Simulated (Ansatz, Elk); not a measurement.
# CaZn7: X-ray structure factors from the self-consistent density

The structure of CaZn7 used here is made up (a known structure type with other elements) and was relaxed beforehand with PBE. The aim is the Fourier transform of its all-electron density, F(hkl), set beside the sum over free spherical atoms that refinements use.

Method: DFT, PBE, all-electron APW+lo, Dirac cores, scalar-relativistic bands, static density, no spin, in Elk 11.2.3 (patched build).

The structure was built from a prototype and need not be the compound's stable phase.

## Step 1: The starting structure

It takes space group P-6m2 (No. 187, hexagonal). The conventional cell has a = 6.091 Å, b = 6.091 Å, c = 4.421 Å, α = 90.00°, β = 90.00°, γ = 120.00°. Nearest to Zn lie 12 Zn at 2.86 to 3.05 Å. Zn has 8 Zn at 2.74 to 3.05 Å and 2 Ca at 2.94 Å nearest. Nearest to Zn lie 8 Zn at 2.75 to 2.94 Å and 2 Ca at 3.05 Å. Ca has 12 Zn at 2.94 to 3.05 Å nearest. Farther neighbours are not listed.

## Step 2: Ground state and structure factors

An all-electron density is needed, since X-rays see the cores too. Task 0 finds the density and task 195 Fourier-transforms it; tshift is off so that phases refer to the origin typed.

Input file elk.in:

```
tasks
  0
  195

xctype
  20

spinpol
  .false.

rgkmax
  7.0

gmaxvr
  14.0

lmaxo
  7

lmaxapw
  8

swidth
  0.002

tshift
  .false.

ramdisk
  .false.

hmaxvr
  5.5

maxscl
  120

epspot
  1e-06

sppath
  './'

avec
  11.51074632119 0.00000000000 0.00000000000
  -5.75537316060 9.96859873067 0.00000000000
  0.00000000000 0.00000000000 8.35353522730

atoms
  2
  'Zn.in'
  7
  0.6666666667 0.3333333333 0.0000000000   0.000000 0.000000 0.000000
  0.6332923817 0.8166461908 0.0000000000   0.000000 0.000000 0.000000
  0.1833538092 0.8166461908 0.0000000000   0.000000 0.000000 0.000000
  0.1833538092 0.3667076183 0.0000000000   0.000000 0.000000 0.000000
  0.4943130828 -0.0113738344 0.5000000000   0.000000 0.000000 0.000000
  0.4943130828 0.5056869172 0.5000000000   0.000000 0.000000 0.000000
  1.0113738344 0.5056869172 0.5000000000   0.000000 0.000000 0.000000
  'Ca.in'
  1
  -0.0000000000 0.0000000000 0.5000000000   0.000000 0.000000 0.000000

ngridk
  4 4 5
```

Started as:

```bash
$ OMP_NUM_THREADS=4 elk
```

Numbers of over 12 decimals in the logs are rounded to 6 here.

Output:

```text
┌─────────────────────────┐
│ Elk code version 11.2.3 │
└─────────────────────────┘

All units are atomic (Hartree, Bohr, etc.)

┌─────────────────────────────────────────────────┐
│ Ground-state run starting from atomic densities │
└─────────────────────────────────────────────────┘

Lattice vectors :
   11.51074632       0.000000000       0.000000000
  -5.755373161       9.968598731       0.000000000
   0.000000000       0.000000000       8.353535227

Reciprocal lattice vectors :
  0.5458538597      0.3151488728      -0.000000000
   0.000000000      0.6302977456       0.000000000
   0.000000000      -0.000000000      0.7521588329

Unit cell volume      :    958.5348465
Brillouin zone volume :   0.2587805904

Muffin-tin inner radius fraction :   0.1000000000E-01

Nuclei treated as point charges

Species : 1 (Zn)
 parameters loaded from : Zn.in
 name : zinc
 nuclear charge    :   -30.00000000
 electronic charge :    30.00000000
 atomic mass :    119233.3130
 muffin-tin radius :    2.400000000
 number of radial points in muffin-tin :    993
 inner part over the whole radius :   0.9843840322E-02
 number on inner part of muffin-tin    :    701
 approximate nuclear radius :   0.7484757725E-04
 number of mesh points to nuclear radius :    337
 atomic positions (lattice), magnetic fields (Cartesian) :
  1 :   0.66666667  0.33333333  0.00000000    0.00000000  0.00000000  0.00000000
  2 :   0.63329238  0.81664619  0.00000000    0.00000000  0.00000000  0.00000000
  3 :   0.18335381  0.81664619  0.00000000    0.00000000  0.00000000  0.00000000
  4 :   0.18335381  0.36670762  0.00000000    0.00000000  0.00000000  0.00000000
  5 :   0.49431308  0.98862617  0.50000000    0.00000000  0.00000000  0.00000000
  6 :   0.49431308  0.50568692  0.50000000    0.00000000  0.00000000  0.00000000
  7 :   0.01137383  0.50568692  0.50000000    0.00000000  0.00000000  0.00000000

Species : 2 (Ca)
 parameters loaded from : Ca.in
 name : calcium
 nuclear charge    :   -20.00000000
 electronic charge :    20.00000000
 atomic mass :    73057.72475
 muffin-tin radius :    2.400000000
 number of radial points in muffin-tin :    993
 inner part over the whole radius :   0.9970789793E-02
 number on inner part of muffin-tin    :    698
 approximate nuclear radius :   0.6614485811E-04
 number of mesh points to nuclear radius :    321
 atomic positions (lattice), magnetic fields (Cartesian) :
  1 :   0.00000000  0.00000000  0.50000000    0.00000000  0.00000000  0.00000000

Total number of atoms per unit cell :    8
Total muffin-tin volume :    463.2466863
 ratio of muffin-tin to unit cell volume :   0.4832862238

Spin treatment :
 spin-unpolarised

Number of Bravais lattice symmetries :   24
Number of crystal symmetries         :   12
Crystal has no inversion symmetry
Complex Hermitian eigensolver will be used

k-point grid :      4     4     5
k-point offset :    0.000000000       0.000000000       0.000000000
k-point set is reduced with full crystal symmetry group
Total number of k-points :       15

Muffin-tin radius times maximum |G+k| :    7.000000000
 using average radius
Maximum |G+k| for APW functions       :    2.916666667
Maximum (1/2)|G+k|²                   :    4.253472222
Maximum |G| for potential and density :    14.00000000
Constant for pseudocharge density :    8
 order of it for each species :   15  15
 order of it for pair densities of each species (exact exchange by exxq0 0: 16) :   10  10
Radial integration step length :    1

G-vector grid sizes :     54    54    40
Number of G-vectors :    44461

Maximum angular momentum used for
 APW functions            :    8
 outer part of muffin-tin :    7
 inner part of muffin-tin :    2

Total nuclear charge    :   -230.0000000
Total core charge       :    94.00000000
Total valence charge    :    136.0000000
Total excess charge     :    0.000000000
Total electronic charge :    230.0000000

Effective Wigner radius, rₛ :   0.9983063192

Number of empty states         :     32
[...]
electron-nuclear            :     -28186.670770086
 Hartree                     :      3917.7818685508
 Madelung                    :     -15989.086071615
 xc potential                :     -681.68961112524
 exchange                    :     -525.60953051854
 correlation                 :     -10.962945863402
 electron entropic           :    -0.83149331254766E-03
 total energy                :     -13254.098693231

Density of states at Fermi energy :    56.76992110
 (states/Hartree/unit cell)

Estimated indirect band gap :   0.5946136020E-02
 from k-point 8 to k-point 15
Estimated direct band gap   :   0.6185655654E-02
 at k-point 8

Charges :
 core                        :    94.00000000
 valence                     :    136.0000000
 interstitial                :    10.13081355
 muffin-tins (core leakage)
  species : 1 (Zn)
[...]
species : 2 (Ca)
[...]
total in muffin-tins        :    219.8691865
 total calculated charge     :    229.9991549
 total charge                :    230.0000000
 error                       :   0.8451288430E-03

RMS change in Kohn-Sham potential (target) :   0.2550924909     (  0.1000000000E-05)
Absolute change in total energy (target)   :   0.3599497938     (  0.1000000000E-03)

[... loops 3 to 17 left out ...]

┌──────────────────┐
│ Loop number : 18 │
└──────────────────┘

Energies :
 Fermi                       :     0.195537
 sum of occupied eigenvalues :     -7602.0543793113
 electron kinetic            :      13488.879527595
 core electron kinetic       :      11950.567780963
 Coulomb                     :     -26204.254517655
 Coulomb potential           :     -20392.005138088
 nuclear-nuclear             :     -1923.0846240564
 electron-nuclear            :     -28224.440300832
 Hartree                     :      3943.2704072327
 Madelung                    :     -16008.251948612
 xc potential                :     -698.92876881854
 exchange                    :     -526.81784017541
 correlation                 :     -10.971033597341
 electron entropic           :    -0.10825301351109E-02
 total energy                :     -13253.164946363

Density of states at Fermi energy :    81.70530952
 (states/Hartree/unit cell)

Estimated indirect band gap :   0.3284019489E-02
 from k-point 8 to k-point 5
Estimated direct band gap   :   0.9632405260E-02
 at k-point 8

Charges :
 core                        :    94.00000000
 valence                     :    136.0000000
 interstitial                :    9.682558509
 muffin-tins (core leakage)
  species : 1 (Zn)
[...]
species : 2 (Ca)
[...]
total in muffin-tins        :    220.3174415
 total calculated charge     :    229.9991845
 total charge                :    230.0000000
 error                       :   0.8154941332E-03

RMS change in Kohn-Sham potential (target) :   0.6842607206E-07 (  0.1000000000E-05)
Absolute change in total energy (target)   :   0.1341664029E-04 (  0.1000000000E-03)

Convergence targets achieved

┌──────────────────┐
│ Loop number : 19 │
└──────────────────┘

Energies :
 Fermi                       :     0.195537
 sum of occupied eigenvalues :     -7602.0543731821
 electron kinetic            :      13488.879533162
 core electron kinetic       :      11950.567783605
 Coulomb                     :     -26204.254518805
 Coulomb potential           :     -20392.005140015
 nuclear-nuclear             :     -1923.0846240564
 electron-nuclear            :     -28224.440301019
 Hartree                     :      3943.2704062705
 Madelung                    :     -16008.251948797
 xc potential                :     -698.92876632913
 exchange                    :     -526.81784014353
 correlation                 :     -10.971033588168
 electron entropic           :    -0.10825300274926E-02
 total energy                :     -13253.164941905

Density of states at Fermi energy :    81.70529890
 (states/Hartree/unit cell)

Estimated indirect band gap :   0.3284018923E-02
 from k-point 8 to k-point 5
Estimated direct band gap   :   0.9632404237E-02
 at k-point 8

Charges :
 core                        :    94.00000000
 valence                     :    136.0000000
 interstitial                :    9.682558409
 muffin-tins (core leakage)
  species : 1 (Zn)
[...]
atom 6                    :    28.86540128     (  0.8004733377E-04)
   atom 7                    :    28.86540128     (  0.8004733377E-04)
  species : 2 (Ca)
   atom 1                    :    18.28492782     ( -0.1985687881E-06)
 total in muffin-tins        :    220.3174416
 total calculated charge     :    229.9991845
 total charge                :    230.0000000
 error                       :   0.8154941755E-03

┌──────────────────────────────┐
│ Self-consistent loop stopped │
└──────────────────────────────┘

Wrote STATE.OUT
```

The job ended after 76 s (4 threads of Arm Neoverse V1, shared host; peak memory 0.3 GiB).

SFACRHO.OUT:

```text

h k l indices transformed by vhmat matrix:
   1.000000000       0.000000000       0.000000000    
   0.000000000       1.000000000       0.000000000    
   0.000000000       0.000000000       1.000000000    

      h      k      l  multipl.   |H|            Re(F)            Im(F)           |F|

      0      0      0      1   0.0000000       230.00000     -0.43392053E-16   230.00000    
      0      1      0      3  0.63029775      -20.355279      -10.174456       22.756470    
      1      0      0      3  0.63029775      -20.355279       10.174456       22.756470    
      0      0     -1      2  0.75215883       10.347793     -0.11424360E-13   10.347793    
      1      0     -1      6  0.98133489      0.98255765       1.9554550       2.1884295    
     -1      0      1      6  0.98133489      0.98255765      -1.9554550       2.1884295    
      1      1      0      6   1.0917077      -7.3653410     -0.12819052E-12   7.3653410    
     -2      0      0      3   1.2605955       40.165899      -82.092016       91.391458    
      2      0      0      3   1.2605955       40.165899       82.092016       91.391458    
     -1     -1      1     12   1.3257333       11.879310     -0.99430621E-14   11.879310    
      0      2      1      6   1.4679387      -128.72569      -78.031954       150.53003    
      2      0      1      6   1.4679387      -128.72569       78.031954       150.53003    
      0      0      2      2   1.5043177       175.38555     -0.20729104E-13   175.38555    
      0      1     -2      6   1.6310263      -17.292423      -8.0680393       19.081959    
      0     -1      2      6   1.6310263      -17.292423       8.0680393       19.081959    
     -3      1      0      6   1.6676111       5.7913492       16.312075       17.309637    
     -2      3      0      6   1.6676111       5.7913492      -16.312075       17.309637    
      2     -3      1     12   1.8293905       23.202399       3.5079112       23.466076
```

Elk indexes on the primitive cell of elk.in and gives |H| = 4π sin θ/λ in inverse bohr. Below, one row stands for each form hkl of the conventional cell (m members, Friedel mates merged), F is for one primitive cell and the density is static (no thermal factor). Free-atom factors are Waasmaier and Kirfel's, and R is Σm||F|−|F'||/Σm|F|.

| hkl | m | sin θ/λ (Å⁻¹) | abs F, DFT | neutral atoms | diff. | abs of complex diff. |
| --- | --- | --- | --- | --- | --- | --- |
| 100 | 6 | 0.095 | 22.757 | 23.005 | -0.248 | 0.290 |
| 001 | 2 | 0.113 | 10.348 | 10.589 | -0.241 | 0.241 |
| 101 | 12 | 0.148 | 2.188 | 2.266 | -0.078 | 0.131 |
| 110 | 6 | 0.164 | 7.365 | 7.477 | -0.112 | 0.112 |
| 200 | 6 | 0.190 | 91.391 | 91.821 | -0.429 | 0.436 |
| 111 | 12 | 0.199 | 11.879 | 12.087 | -0.208 | 0.208 |
| 201 | 12 | 0.221 | 150.530 | 151.722 | -1.192 | 1.198 |
| 002 | 2 | 0.226 | 175.386 | 176.932 | -1.546 | 1.546 |
| 102 | 12 | 0.245 | 19.082 | 19.466 | -0.385 | 0.389 |
| 210 | 12 | 0.251 | 17.310 | 17.383 | -0.074 | 0.191 |
| 211 | 24 | 0.275 | 23.466 | 23.855 | -0.389 | 0.391 |
| 112 | 12 | 0.280 | 6.636 | 6.887 | -0.251 | 0.251 |
| 300 | 6 | 0.284 | 19.870 | 20.149 | -0.280 | 0.313 |
| 202 | 12 | 0.295 | 77.010 | 77.582 | -0.571 | 0.584 |
| 301 | 12 | 0.306 | 34.014 | 34.309 | -0.295 | 0.309 |
| 220 | 6 | 0.328 | 140.072 | 140.869 | -0.797 | 0.797 |
| 212 | 24 | 0.338 | 14.882 | 14.934 | -0.052 | 0.074 |
| 003 | 2 | 0.339 | 8.444 | 8.568 | -0.124 | 0.124 |

## Step 3: The highest occupied states alone

An energy window below the Fermi level keeps the highest occupied states, to see at which angles they scatter; shallow core shells can lie inside it and anion s states outside. No new self-consistency is needed.

Edit elk.in of step 2 so:

```diff
@@ -1,3 +1,2 @@
 tasks
-  0
   195
@@ -40,2 +39,5 @@
 
+wsfac
+  -0.171960 0.495540
+
 sppath
```

Started as:

```bash
$ OMP_NUM_THREADS=4 elk
```

Output:

```text
┌─────────────────────────────────┐
│ Elk code version 11.2.3 started │
└─────────────────────────────────┘

Info(readinput): the functional depends on the density's gradient
 muffin-tin radial points multiplied by    2.00000
 (not where nrmtscf is given)

┌────────────────────┐
│ Current task : 195 │
└────────────────────┘

Info(sfacrho): density structure factors written to SFACRHO.OUT

 Energy window :  -0.1719600000      0.4955400000

┌──────────────────┐
│ Elk code stopped │
└──────────────────┘
```

It took 20 s on 4 threads; peak memory 0.22 GiB; 25 s of CPU time.

States within 10 eV below the Fermi level hold 86.00 electrons; any levels below the window count with the cores. Their amplitudes can exceed the total, where window and core parts have opposite phase:

| hkl | sin θ/λ (Å⁻¹) | abs F, window | abs F, all |
| --- | --- | --- | --- |
| 100 | 0.095 | 13.878 | 22.757 |
| 001 | 0.113 | 9.401 | 10.348 |
| 101 | 0.148 | 5.647 | 2.188 |
| 110 | 0.164 | 7.478 | 7.365 |
| 200 | 0.190 | 27.289 | 91.391 |
| 111 | 0.199 | 8.123 | 11.879 |
| 201 | 0.221 | 41.642 | 150.530 |
| 002 | 0.226 | 47.952 | 175.386 |
| 102 | 0.245 | 8.904 | 19.082 |
| 210 | 0.251 | 5.044 | 17.310 |

## Step 4: Another functional

The difference from free atoms is small, so it is set against the change that LDA (Perdew-Wang) makes.

Edit elk.in of step 3 so:

```diff
@@ -1,2 +1,3 @@
 tasks
+  0
   195
@@ -4,3 +5,3 @@
 xctype
-  20
+  3
 
@@ -39,5 +40,2 @@
 
-wsfac
-  -0.171960 0.495540
-
 sppath
```

Started as:

```bash
$ OMP_NUM_THREADS=4 elk
```

Output:

```text
┌─────────────────────────┐
│ Elk code version 11.2.3 │
└─────────────────────────┘

All units are atomic (Hartree, Bohr, etc.)

┌─────────────────────────────────────────────────┐
│ Ground-state run starting from atomic densities │
└─────────────────────────────────────────────────┘

Lattice vectors :
   11.51074632       0.000000000       0.000000000
  -5.755373161       9.968598731       0.000000000
   0.000000000       0.000000000       8.353535227

Reciprocal lattice vectors :
  0.5458538597      0.3151488728      -0.000000000
[...]
valence                     :    136.0000000
 interstitial                :    9.556477667
 muffin-tins (core leakage)
  species : 1 (Zn)
[...]
atom 7                    :    28.88213062     (  0.8029635919E-04)
  species : 2 (Ca)
   atom 1                    :    18.28968063     ( -0.3473728110E-05)
 total in muffin-tins        :    220.4435223
 total calculated charge     :    229.9991713
 total charge                :    230.0000000
 error                       :   0.8286741310E-03

┌──────────────────────────────┐
│ Self-consistent loop stopped │
└──────────────────────────────┘

Wrote STATE.OUT
[key lines of the parts left out:]
total energy                :     -13232.827228553
```

It took 44 s on 4 threads; peak memory 0.21 GiB.

Against the first run R = 0.05 %; the largest change is -0.127 at 220.

## Step 5: Basis size

A smaller basis shows how fast F responds to it; the change is likely larger than the basis error of the first run, but doesn't show convergence.

Edit elk.in of step 4 so:

```diff
@@ -5,3 +5,3 @@
 xctype
-  3
+  20
 
@@ -11,3 +11,3 @@
 rgkmax
-  7.0
+  5.5
```

Started as:

```bash
$ OMP_NUM_THREADS=4 elk
```

Output:

```text
┌─────────────────────────┐
│ Elk code version 11.2.3 │
└─────────────────────────┘

All units are atomic (Hartree, Bohr, etc.)

┌─────────────────────────────────────────────────┐
│ Ground-state run starting from atomic densities │
└─────────────────────────────────────────────────┘

Lattice vectors :
   11.51074632       0.000000000       0.000000000
  -5.755373161       9.968598731       0.000000000
   0.000000000       0.000000000       8.353535227

Reciprocal lattice vectors :
  0.5458538597      0.3151488728      -0.000000000
[...]
valence                     :    136.0000000
 interstitial                :    9.933858220
 muffin-tins (core leakage)
  species : 1 (Zn)
[...]
atom 7                    :    28.83348912     (  0.8048197445E-04)
  species : 2 (Ca)
   atom 1                    :    18.25722549     ( -0.1985700173E-06)
 total in muffin-tins        :    220.0661418
 total calculated charge     :    229.9992595
 total charge                :    230.0000000
 error                       :   0.7404661349E-03

┌──────────────────────────────┐
│ Self-consistent loop stopped │
└──────────────────────────────┘

Wrote STATE.OUT
[key lines of the parts left out:]
total energy                :     -13252.876902650
```

The job ended after 58 s (4 threads; peak memory 0.27 GiB).

Against the first run R = 0.03 %; the largest change is +0.133 at 220.

## Step 6: Settings against the effect

| run | R against the first run (%) | R against neutral atoms, low angle (%) | wall time |
| --- | --- | --- | --- |
| PBE, rgkmax 7 | 0.00 | 1.01 | 76 s |
| LDA (Perdew-Wang) | 0.05 | 1.03 | 44 s |
| rgkmax 5.5 | 0.03 | 0.99 | 58 s |

## Step 7: Summary of results

```
R against neutral atoms, sin θ/λ < 0.3 Å⁻¹ : 1.01 %
R against neutral atoms, 0.3 to 0.79 Å⁻¹   : 0.25 %
```

In words: Independent neutral atoms miss the calculated amplitudes by R = 1.01 % below 0.3 Å⁻¹ and 0.25 % from there to 0.79 Å⁻¹; by shells, 1.58 % below 0.15 Å⁻¹ (3 forms), 0.99 % 0.15 to 0.3 (11 forms), 0.36 % 0.3 to 0.45 (22 forms), 0.23 % above 0.45 (113 forms). Bonding, aspherical density and the tables' own atoms all enter these figures, and the runs don't part them. The largest change of an amplitude is -1.55 electrons, at 002. R counts amplitudes alone; phases shift too. The window's part falls from 86.0 electrons at the origin to at most 21.82 between 0.45 and 0.79 Å⁻¹, where compact states inside the window still scatter. Below 0.3 Å⁻¹ the changes that finished (LDA (Perdew-Wang) and rgkmax 5.5) move F by R = 0.04 % at most, against the 1.01 % that separates it from free atoms. The k-mesh has no finished test. Part of the difference isn't bonding: the tables are fits to free atoms and ions calculated by other methods than this functional. Thermal motion, anomalous dispersion and extinction are left out.

[Logs are printed without paths, hosts, clocks, repeated set-up lines and the standing remarks that a program may print on its own settings, such as how far it seeks lower states.]

[Hosts, paths, dates, database ids (printed as entryN), source tags and the programs' standing remarks are cut or masked in the printed files.]
